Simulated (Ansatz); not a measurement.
# What Na2PC2N (built on the sites of a database entry of NaCN) distorts into

Aim: this structure of Na2PC2N (built on the sites of a database entry of NaCN) is to be tested for unstable modes, and one is followed downhill.

Main program and level: Ansatz 0.2.0; DFT PBEsol, scalar-relativistic, plane waves, PAW.

Report form: the programs' logs are mostly left out.

The structure was built from a prototype and need not be the compound's stable phase.

### 1. Set-up

Symmetry: Pmm2, No. 25, orthorhombic system. The conventional cell has a = 3.956 Å, b = 5.431 Å, c = 5.391 Å, α = 90.00°, β = 90.00°, γ = 90.00°. Nearest to Na lie 4 C at 2.73 to 2.76 Å and 2 N at 3.02 Å and 2 P at 3.02 Å. Nearest to Na lie 4 C at 2.48 to 2.72 Å and 2 N at 3.03 Å and 2 P at 3.04 Å. Nearest to C lie 1 P at 1.58 Å and 4 Na at 2.48 to 2.73 Å. C has 1 N at 1.18 Å and 4 Na at 2.72 to 2.76 Å nearest. Nearest to N lie 1 C at 1.18 Å and 4 Na at 3.02 to 3.03 Å. Nearest to P lie 1 C at 1.58 Å and 4 Na at 3.02 to 3.04 Å. Farther neighbours and most contacts between anions are not listed.

### 2. Response at finite wavevector

The cell comes from relaxations at this level that are not shown. Stability and thermal properties need the whole zone. Linear response on a 2×2×2 q mesh gives force constants as far as a supercell of that size would, and the tensors from the zone-centre run are typed in so that the long-range dipole term is interpolated apart.

Input file input.yaml:

```yaml
crystal:
  lattice:
    - [3.9558565659, 0.0, 0.0]
    - [0.0, 5.4306410502, 0.0]
    - [0.0, 0.0, 5.3906433928]
  atoms:
    - { symbol: Na, position: [0.0, 0.0, 0.1766967474] }
    - { symbol: Na, position: [0.5, 0.5, 0.8518125945] }
    - { symbol: C, position: [0.0, 0.5, 0.1295315049] }
    - { symbol: C, position: [0.5, 0.0, 0.8187778988] }
    - { symbol: "N", position: [0.5, 0.0, 0.6004647847] }
    - { symbol: P, position: [0.0, 0.5, 0.4227164697] }
kpoints:
  mp_grid: { grid: [6, 4, 4] }
hamiltonian:
  xc: pbesol
scf:
  occupations: { method: fixed }
output:
  eigenvalues: true
phonons:
  method: dfpt
  qmesh: [2, 2, 2]
  temperatures: { t_max: 1000, t_step: 50 }
  qpath:
    path:
      - [[0.0, 0.0, 0.0], [0.5, 0.0, 0.0], [0.5, 0.5, 0.0], [0.0, 0.5, 0.0], [0.0, 0.0, 0.0], [0.0, 0.0, 0.5], [0.5, 0.0, 0.5], [0.5, 0.5, 0.5], [0.0, 0.5, 0.5], [0.0, 0.0, 0.5]]
      - [[0.5, 0.0, 0.0], [0.5, 0.0, 0.5]]
      - [[0.0, 0.5, 0.0], [0.0, 0.5, 0.5]]
      - [[0.5, 0.5, 0.0], [0.5, 0.5, 0.5]]
    npoints: 10
  non_analytic_term:
    high_frequency_dielectric_tensor: [[2.556, 0.0, 0.0], [0.0, 2.6266, 0.0], [0.0, 0.0, 3.4226]]
    born_effective_charges:
      - { species: Na, tensor: [[0.9986, 0.0, 0.0], [0.0, 1.2633, 0.0], [0.0, 0.0, 1.0379]] }
      - { species: Na, tensor: [[1.0557, 0.0, 0.0], [0.0, 1.0398, 0.0], [0.0, 0.0, 1.346]] }
      - { species: C, tensor: [[-0.9987, 0.0, 0.0], [0.0, -0.9534, 0.0], [0.0, 0.0, -0.2941]] }
      - { species: C, tensor: [[-0.6354, 0.0, 0.0], [0.0, -0.7963, 0.0], [0.0, 0.0, -0.1257]] }
      - { species: "N", tensor: [[-0.5422, 0.0, 0.0], [0.0, -0.6727, 0.0], [0.0, 0.0, -1.1532]] }
      - { species: P, tensor: [[0.122, 0.0, 0.0], [0.0, 0.1193, 0.0], [0.0, 0.0, -0.811]] }
    source: "zone-centre run at this cell"
```

On the command line:

```console
ansatz run input.yaml --threads 8 --pin off --max-ram 14336MiB --backend cpu --events-out ev --progress --plain --runs-dir out
```

The job ended after 3.8 min (8 threads of Arm Neoverse V1, shared host; peak memory 0.79 GiB; 28 min of CPU time).

A gap read on the k-mesh alone can miss the band edges.

This step gave:

```yaml
gap_on_the_k_mesh: 2.228 eV
volume_per_atom: 19.30 Å³
sum_rule_residual_before_enforcement: 4.54e-4 eV/Å²
lowest_frequency_on_the_path: -85.19 cm⁻¹
point_group: mm2
highest_frequency_on_the_path_or_at_a_solved_wavevector: 2083 cm⁻¹
highest_optical_mode_at_the_zone_centre_no_lo_to_term: 2082 cm⁻¹
lowest_optical_zone_centre_mode: -61.77 cm⁻¹
lowest_mode_on_the_q_mesh_acoustic_modes_at_gamma_apart: -85.19 cm⁻¹
```

Frequencies (cm⁻¹) solved at each irreducible wavevector; negative means imaginary. Frequencies by wavevector, by row:

```csv
q in reciprocal lattice units,star,mode 1,mode 2,mode 3,mode 4,mode 16,mode 17,mode 18
0 0 0,1,-61.8,0,0,0,263.2,1252,2082
0 0 -0.5,1,-85.2,-50.5,-19.9,80.3,260.4,1252,2083
0 -0.5 0,1,-36.3,-27.6,30.9,44,262.7,1252,2082
0 -0.5 -0.5,1,-79.7,-48.3,-28.6,85.9,259.5,1252,2082
-0.5 0 0,1,-85.1,-53.5,64.7,65.9,279.2,1252,2082
-0.5 0 -0.5,1,-28.2,49.5,63.6,69.6,280.6,1251,2082
-0.5 -0.5 0,1,-80.6,-69.8,45.2,97.3,278,1251,2082
-0.5 -0.5 -0.5,1,-42.6,-33.4,68.9,73.1,282.3,1251,2082
```

Interpolated from a 2×2×2 q mesh, rough between the solved points, with the LO-TO term (at Γ the limit along the path; where Γ stands inside the path, tables give the limit on arrival). Phonon branches along the path, in cm⁻¹:

```csv
point,branch 1,branch 2,branch 3,branch 4,branch 15,branch 16,branch 17,branch 18
Γ,-59,0,0,0,232,307,1252,2082
halfway,-79,-23,44,59,225,297,1252,2082
X,-85,-54,65,66,218,279,1252,2082
halfway,-84,-64,56,88,226,279,1252,2082
S,-81,-70,45,97,225,278,1251,2082
halfway,-70,-63,47,75,224,286,1252,2082
Y,-36,-28,31,44,255,263,1252,2082
halfway,-54,9,22,38,263,270,1252,2082
Γ,-62,0,0,0,263,280,1252,2082
halfway,-77,-36,-15,58,234,262,1252,2083
Z,-85,-50,-20,80,236,260,1252,2083
halfway,-56,29,42,59,228,273,1252,2082
U,-28,50,64,70,222,281,1251,2082
halfway,-32,-18,63,85,226,282,1251,2082
R,-43,-33,69,73,227,282,1251,2082
halfway,-55,-36,27,69,238,275,1251,2082
T,-80,-48,-29,86,258,260,1252,2082
halfway,-83,-49,30,72,245,260,1252,2083
Z,-85,-50,-20,80,236,260,1252,2083
jump to X,-85,-54,65,66,218,279,1252,2082
halfway,-68,-20,64,72,218,280,1251,2082
U,-28,50,64,70,222,281,1251,2082
jump to Y,-36,-28,31,44,255,263,1252,2082
halfway,-66,-45,-23,78,255,261,1252,2082
T,-80,-48,-29,86,258,260,1252,2082
jump to S,-81,-70,45,97,225,278,1251,2082
```

Symmetry leaves 8 wavevectors to solve. The lowest mode among them, the acoustic zeros apart, lies at q = (0, 0, -0.5) and is imaginary, 85.2i cm⁻¹, so the energy falls along it.

### 3. The mode frozen in, largest atomic shift 0 Å

The mode followed lies at q = (0, 0, -0.5) with frequency 85.2i cm⁻¹, the softest among the wavevectors solved. At small amplitude the distorted cell has space group no. 26 by a symmetry search on the positions. The undistorted cell that holds it gives the zero of energy on the same k mesh.

System of this step: Na2PC2N (built on the sites of a database entry of NaCN). The structure is orthorhombic, space group Pmm2 (No. 25). The conventional cell has a = 3.956 Å, b = 5.431 Å, c = 5.391 Å, α = 90.00°, β = 90.00°, γ = 90.00°. Nearest to Na lie 4 C at 2.73 to 2.76 Å and 2 N at 3.02 Å and 2 P at 3.02 Å. Nearest to Na lie 4 C at 2.48 to 2.72 Å and 2 N at 3.03 Å and 2 P at 3.04 Å. C has 1 P at 1.58 Å and 4 Na at 2.48 to 2.73 Å nearest. Nearest to C lie 1 N at 1.18 Å and 4 Na at 2.72 to 2.76 Å. N has 1 C at 1.18 Å and 4 Na at 3.02 to 3.03 Å nearest. P has 1 C at 1.58 Å and 4 Na at 3.02 to 3.04 Å nearest. Farther neighbours and most contacts between anions are not listed.

Input file input.yaml:

```yaml
crystal:
  lattice:
    - [3.9558565659, 0.0, 0.0]
    - [0.0, 5.4306410502, 0.0]
    - [0.0, 0.0, 10.7812867856]
  atoms:
    - { symbol: Na, position: [0.0, 0.0, 0.0883483737] }
    - { symbol: Na, position: [0.0, 0.0, 0.5883483737] }
    - { symbol: Na, position: [0.5, 0.5, 0.4259062973] }
    - { symbol: Na, position: [0.5, 0.5, 0.9259062973] }
    - { symbol: C, position: [0.0, 0.5, 0.0647657524] }
    - { symbol: C, position: [0.0, 0.5, 0.5647657524] }
    - { symbol: C, position: [0.5, 0.0, 0.4093889494] }
    - { symbol: C, position: [0.5, 0.0, 0.9093889494] }
    - { symbol: "N", position: [0.5, 0.0, 0.3002323924] }
    - { symbol: "N", position: [0.5, 0.0, 0.8002323924] }
    - { symbol: P, position: [0.0, 0.5, 0.2113582349] }
    - { symbol: P, position: [0.0, 0.5, 0.7113582349] }
kpoints:
  mp_grid: { grid: [6, 4, 2] }
hamiltonian:
  xc: pbesol
scf:
  occupations: { method: gaussian, width: 0.02 }
output:
  forces: true
  stress: true
  eigenvalues: true
```

The job ended after 3.2 s (8 threads; peak memory 0.8 GiB).

Numbers from this step:

```yaml
pressure: 0.003155 GPa
energy_from_the_undistorted_cell: 0 meV/atom
```

At this level the gap is 2.23 eV on the k-mesh of the self-consistent run, which can miss the band edges.

### 4. The mode frozen in, largest atomic shift 0.22 Å

The atoms are moved along the unstable eigenvector, the largest shift by 0.22 Å, with the cell fixed.

Input file input.yaml:

```yaml
crystal:
  lattice:
    - [3.9558565659, 0.0, 0.0]
    - [0.0, 5.4306410502, 0.0]
    - [0.0, 0.0, 10.7812867856]
  atoms:
    - { symbol: Na, position: [-0.0491848513, 0.0, 0.0883483737] }
    - { symbol: Na, position: [0.0491848513, 0.0, 0.5883483737] }
    - { symbol: Na, position: [0.5120853815, 0.5, 0.4259062973] }
    - { symbol: Na, position: [0.4879146185, 0.5, 0.9259062973] }
    - { symbol: C, position: [-0.0146964208, 0.5, 0.0647657524] }
    - { symbol: C, position: [0.0146964208, 0.5, 0.5647657524] }
    - { symbol: C, position: [0.5066878081, 0.0, 0.4093889494] }
    - { symbol: C, position: [0.4933121919, 0.0, 0.9093889494] }
    - { symbol: "N", position: [0.5556137454, 0.0, 0.3002323924] }
    - { symbol: "N", position: [0.4443862546, 0.0, 0.8002323924] }
    - { symbol: P, position: [0.0251049606, 0.5, 0.2113582349] }
    - { symbol: P, position: [-0.0251049606, 0.5, 0.7113582349] }
kpoints:
  mp_grid: { grid: [6, 4, 2] }
hamiltonian:
  xc: pbesol
scf:
  occupations: { method: gaussian, width: 0.02 }
output:
  forces: true
  stress: true
  eigenvalues: true
```

Wall time 3.1 s (8 threads); peak memory 0.8 GiB.

Numbers from this step:

```
pressure                         : -1.045 GPa
gap on the k-mesh                : 2.231 eV
energy from the undistorted cell : -1.479 meV/atom
```

The energy, extrapolated to zero smearing, is -1.48 meV/atom against the undistorted cell.

The run ends at a pressure of -1.04 GPa, with forces up to 1.6 eV/Å.

### 5. Energy along the mode, all amplitudes (two of the runs are shown above)

An imaginary frequency means negative curvature, so the energy should fall and then rise again as anharmonic terms take over.

This step gave:

| Property | Result |
| --- | --- |
| depth at the lowest point sampled | 1.479 meV/atom |
| largest atomic shift at that point | 0.22 Å |

Table of energy from the parent by largest atomic shift:

```csv
largest atomic shift (Å),energy from the parent (meV/atom)
0.000,0
0.040,-0.14
0.080,-0.523
0.140,-1.28
0.220,-1.48
0.320,3.03
0.450,25.6
```

Displacement at unit largest shift by atom:

```csv
atom,x (Å),y (Å),z (Å),size
Na1,-0.88,0.00,0.00,0.88
Na2,0.88,0.00,0.00,0.88
Na3,0.22,0.00,0.00,0.22
Na4,-0.22,0.00,0.00,0.22
C5,-0.26,0.00,0.00,0.26
C6,0.26,0.00,0.00,0.26
C7,0.12,0.00,0.00,0.12
C8,-0.12,0.00,0.00,0.12
N9,1.00,0.00,0.00,1.00
N10,-1.00,0.00,0.00,1.00
P11,0.45,0.00,0.00,0.45
P12,-0.45,0.00,0.00,0.45
```

The lowest of the steps tried is at 0.22 Å, 1.48 meV/atom below the parent; the bottom of the well need not coincide with a step.

### 6. Relaxing from the distorted cell

Starting from the lowest point found, all atoms and the cell are let go, so that strain and other modes of the same symmetry can join in.

Changes to input.yaml since step 4:

```diff
@@ -23,3 +23,3 @@
 scf:
-  occupations: { method: gaussian, width: 0.02 }
+  occupations: { method: fixed }
 output:
@@ -28 +28,10 @@
   eigenvalues: true
+  write_density: true
+  write_potential: true
+  elf: true
+  volumetric_format: npy
+relax:
+  adjacent_minimum: "off"
+  f_tol: 0.002
+  max_steps: 120
+  cell: { stress_tol: 0.03 }
```

Elapsed: 81 s, on 8 threads; peak memory 0.91 GiB.

Step by step:

```csv
step,energy less that of the first step (eV),largest force component (eV/Å),pressure (GPa),volume (Å³)
1,0.0000,1.5699,-1.04,231.61
2,-0.1005,0.4912,-0.47,234.00
3,-0.1958,1.4527,-0.75,233.93
4,-0.3248,0.4569,0.52,232.90
5,0.0229,2.5155,-2.30,233.52
6,-0.3512,0.2877,0.35,232.76
7,-0.3743,0.0316,-0.02,233.50
8,-0.3751,0.1552,-0.19,233.51
9,-0.3764,0.0455,0.02,233.66
10,-0.3768,0.0459,0.00,233.39
11,-0.3767,0.0025,0.00,233.55
12,-0.3767,0.0006,0.00,233.56
13*,-0.3842,0.0021,0.04,233.56
14,-0.3844,0.0435,-0.01,234.28
15,-0.3841,0.0248,-0.01,234.90
16,-0.3840,0.0103,0.01,235.01
17,-0.3841,0.0039,0.00,235.01
18,-0.3840,0.0003,0.00,235.06
19*,-0.3863,0.0005,0.00,235.06
```

Relaxation steps marked * repeat the geometry before them on a plane-wave basis chosen anew for their cell, so energy and pressure can jump there. Relaxation step 5 was tried and not accepted.

The run keeps the 4 symmetry operations that it works with, so distortions that break them were not tested.

```csv
cell as run,before,after,change
a (Å),3.956,4.177,+5.6 %
b (Å),5.431,5.433,+0.0 %
c (Å),10.781,10.358,-3.9 %
volume (Å³/atom),19.30,19.59,+1.5 %
```

The atoms that moved most (Å, as changes of fractional coordinates times the final cell):

```csv
atom,dx,dy,dz,length
N10,-0.561,0.000,0.186,0.591
N9,0.561,0.000,0.186,0.591
P12,-0.449,0.000,-0.292,0.536
P11,0.449,0.000,-0.292,0.536
Na1,-0.506,0.000,0.052,0.508
Na2,0.506,0.000,0.052,0.508
C7,0.435,0.000,0.182,0.471
C8,-0.435,0.000,0.182,0.471
```

Final coordinates:

```xyz
12
Lattice="4.1774 0.0000 0.0000 0.0000 5.4326 0.0000 0.0000 0.0000 10.3577" Properties=species:S:1:pos:R:3 pbc="T T T"
Na   -0.7112    0.0000    0.9675
Na    0.7112    0.0000    6.1463
Na    2.4685    2.7163    4.2618
Na    1.7089    2.7163    9.4406
C    -0.4848    2.7163    0.6923
C     0.4848    2.7163    5.8712
C     2.5514    0.0000    4.4224
C     1.6260    0.0000    9.6013
N     2.8819    0.0000    3.2955
N     1.2955    0.0000    8.4743
P     0.5539    2.7163    1.8970
P    -0.5539    2.7163    7.0758
```

This step gave:

| Quantity | Value |
| --- | --- |
| pressure | 0.001336 GPa |
| gap on the k-mesh | 2.248 eV |
| volume per atom | 19.59 Å³ |

ELF in the ac plane at fractional y = 0.000, with atoms of Na and C and N within 0.2 Å of it. It is the smooth field of the valence electrons, not physical close to the nuclei.

Ten even steps from '0' (0.00) to '9' (0.97), each cell a mean:
```
03788899971000
24664136874000
35788766652000
46764587531001
57873477520001
47999987410000
02457775200000
01110010000000
45554100000000
55236300331001
45554116997400
02320289999830
00003899888862
10016786125654
20004566678764
30002467754776
40001367644787
30000257999997
00000036776531
00000001101111
20000000025555
40002320045335
20158984015555
00589999511221
```
Columns run along a (4.2 Å), rows up along c (10.4 Å). Atoms in or near the plane, at fractional coordinates: Na at (0.83, 0.09), Na at (0.17, 0.59), C at (0.61, 0.43), C at (0.39, 0.93), N at (0.69, 0.32), N at (0.31, 0.82).

Electrostatic potential energy in the ac plane at fractional y = 0.000, with atoms of Na and C and N within 0.2 Å of it. With pseudopotentials it is smooth inside the atoms' cores, unlike the true potential.

Ten even steps from '0' (-70 eV) to '9' (7 eV), each cell a mean:
```
99986447999999
99972004899999
99974247999999
99741268999999
99730169999999
99976789999999
99999999999999
98889999999999
85347899999999
62005899999999
85337899999999
98889999999999
99999986447999
99999973004899
99999986225899
99999998412589
99999998411489
99999999866899
99999999999999
99999999999889
89999999986346
89999999983003
89999999986336
99999999998888
```
Columns run along a (4.2 Å; values clipped at the 3rd and 97th percentile), rows up along c (10.4 Å). Atoms in or near the plane, at fractional coordinates: Na at (0.83, 0.09), Na at (0.17, 0.59), C at (0.61, 0.43), C at (0.39, 0.93), N at (0.69, 0.32), N at (0.31, 0.82).

Valence density in the ac plane at fractional y = 0.000, with atoms of Na and C and N within 0.2 Å of it. It is the smooth field of the valence electrons, not physical close to the nuclei.

Values in e/Å³, 24 rows by 14 columns, each cell a mean:
```
 0  0  0  0  1  2  2  1  0  0  0  0  0  0
 0  0  0  1  2  2  2  1  0  0  0  0  0  0
 0  0  1  1  3  3  2  1  0  0  0  0  0  0
 0  0  1  2  4  4  2  1  0  0  0  0  0  0
 0  0  1  3  4  3  2  1  0  0  0  0  0  0
 0  0  1  1  2  1  1  0  0  0  0  0  0  0
 0  0  0  0  0  0  0  0  0  0  0  0  0  0
 0  0  0  0  0  0  0  0  0  0  0  0  0  0
 1  3  7  6  1  0  0  0  0  0  0  0  0  0
 2  9 18 14  3  0  0  0  0  0  0  0  0  0
 1  4  8  6  1  0  0  0  0  0  0  0  0  0
 0  0  0  0  0  0  0  0  1  0  0  0  0  0
 0  0  0  0  0  0  1  1  2  1  1  0  0  0
 0  0  0  0  0  0  1  1  2  2  1  1  0  0
 0  0  0  0  0  0  1  1  2  3  2  1  0  0
 0  0  0  0  0  0  0  1  3  4  3  2  1  0
 0  0  0  0  0  0  0  1  2  3  4  2  1  0
 0  0  0  0  0  0  0  0  1  2  2  1  0  0
 0  0  0  0  0  0  0  0  0  0  0  0  0  0
 0  0  0  0  0  0  0  0  0  0  0  0  0  0
 0  0  0  0  0  0  0  0  0  0  3  7  6  2
 0  0  0  0  0  0  0  0  0  1  7 16 16  6
 0  0  0  0  0  0  0  0  0  0  3  7  7  3
 0  0  0  0  0  1  1  0  0  0  0  0  0  0
```
Columns run along a (4.2 Å), rows up along c (10.4 Å). Atoms in or near the plane, at fractional coordinates: Na at (0.83, 0.09), Na at (0.17, 0.59), C at (0.61, 0.43), C at (0.39, 0.93), N at (0.69, 0.32), N at (0.31, 0.82).

The distorted start has space group Pmc2_1; the relaxation ends in Pmc2_1.

### 7. What came out

| Quantity | Value |
| --- | --- |
| unstable mode of the parent | q = (0, 0, -0.5), 85i cm⁻¹ |
| depth at the lowest point sampled | 1.48 meV/atom |
| largest atomic shift at that point | 0.22 Å |
| space group reached (within 0.01 Å) | Pmc2_1 |
| energy gained over the parent (first relaxation, on the mesh of the frozen mode) | 33.7 meV/atom |
| volume per atom, phase reached | 19.6 Å³ |
| gap on the k-mesh, phase reached | 2.25 eV |

Along this mode the structure falls into Pmc2_1, 33.7 meV/atom below the parent. At the parent's cell the well is 1.479 meV/atom deep on the steps tried, with its lowest point at a shift of 0.22 Å. Relaxing atoms and cell changes the gain by +32.20 meV/atom against the lowest step (energies at zero smearing). Most of the total comes from this relaxation. The modes of the phase reached were not computed on this path. Of the 2 patterns followed to their end from this parent, this one reaches the lowest energy. Each path keeps the symmetry of its pattern, so a lower phase may lie along a pattern not tried. The q mesh stands for a supercell only 7.9 Å across, so branches between the solved wavevectors are rough. The program warns that the interpolation holds no quadrupole term, so branches close to Γ can be off in this crystal. The starting cell was built on a prototype and not taken from a measurement, so the phase need not exist.

[Logs are printed without paths, hosts, clocks, repeated set-up lines and the standing remarks that a program may print on its own settings, such as how far it seeks lower states.]

[Hosts, paths, dates, database ids (printed as entryN), source tags and the programs' standing remarks are cut or masked in the printed files.]
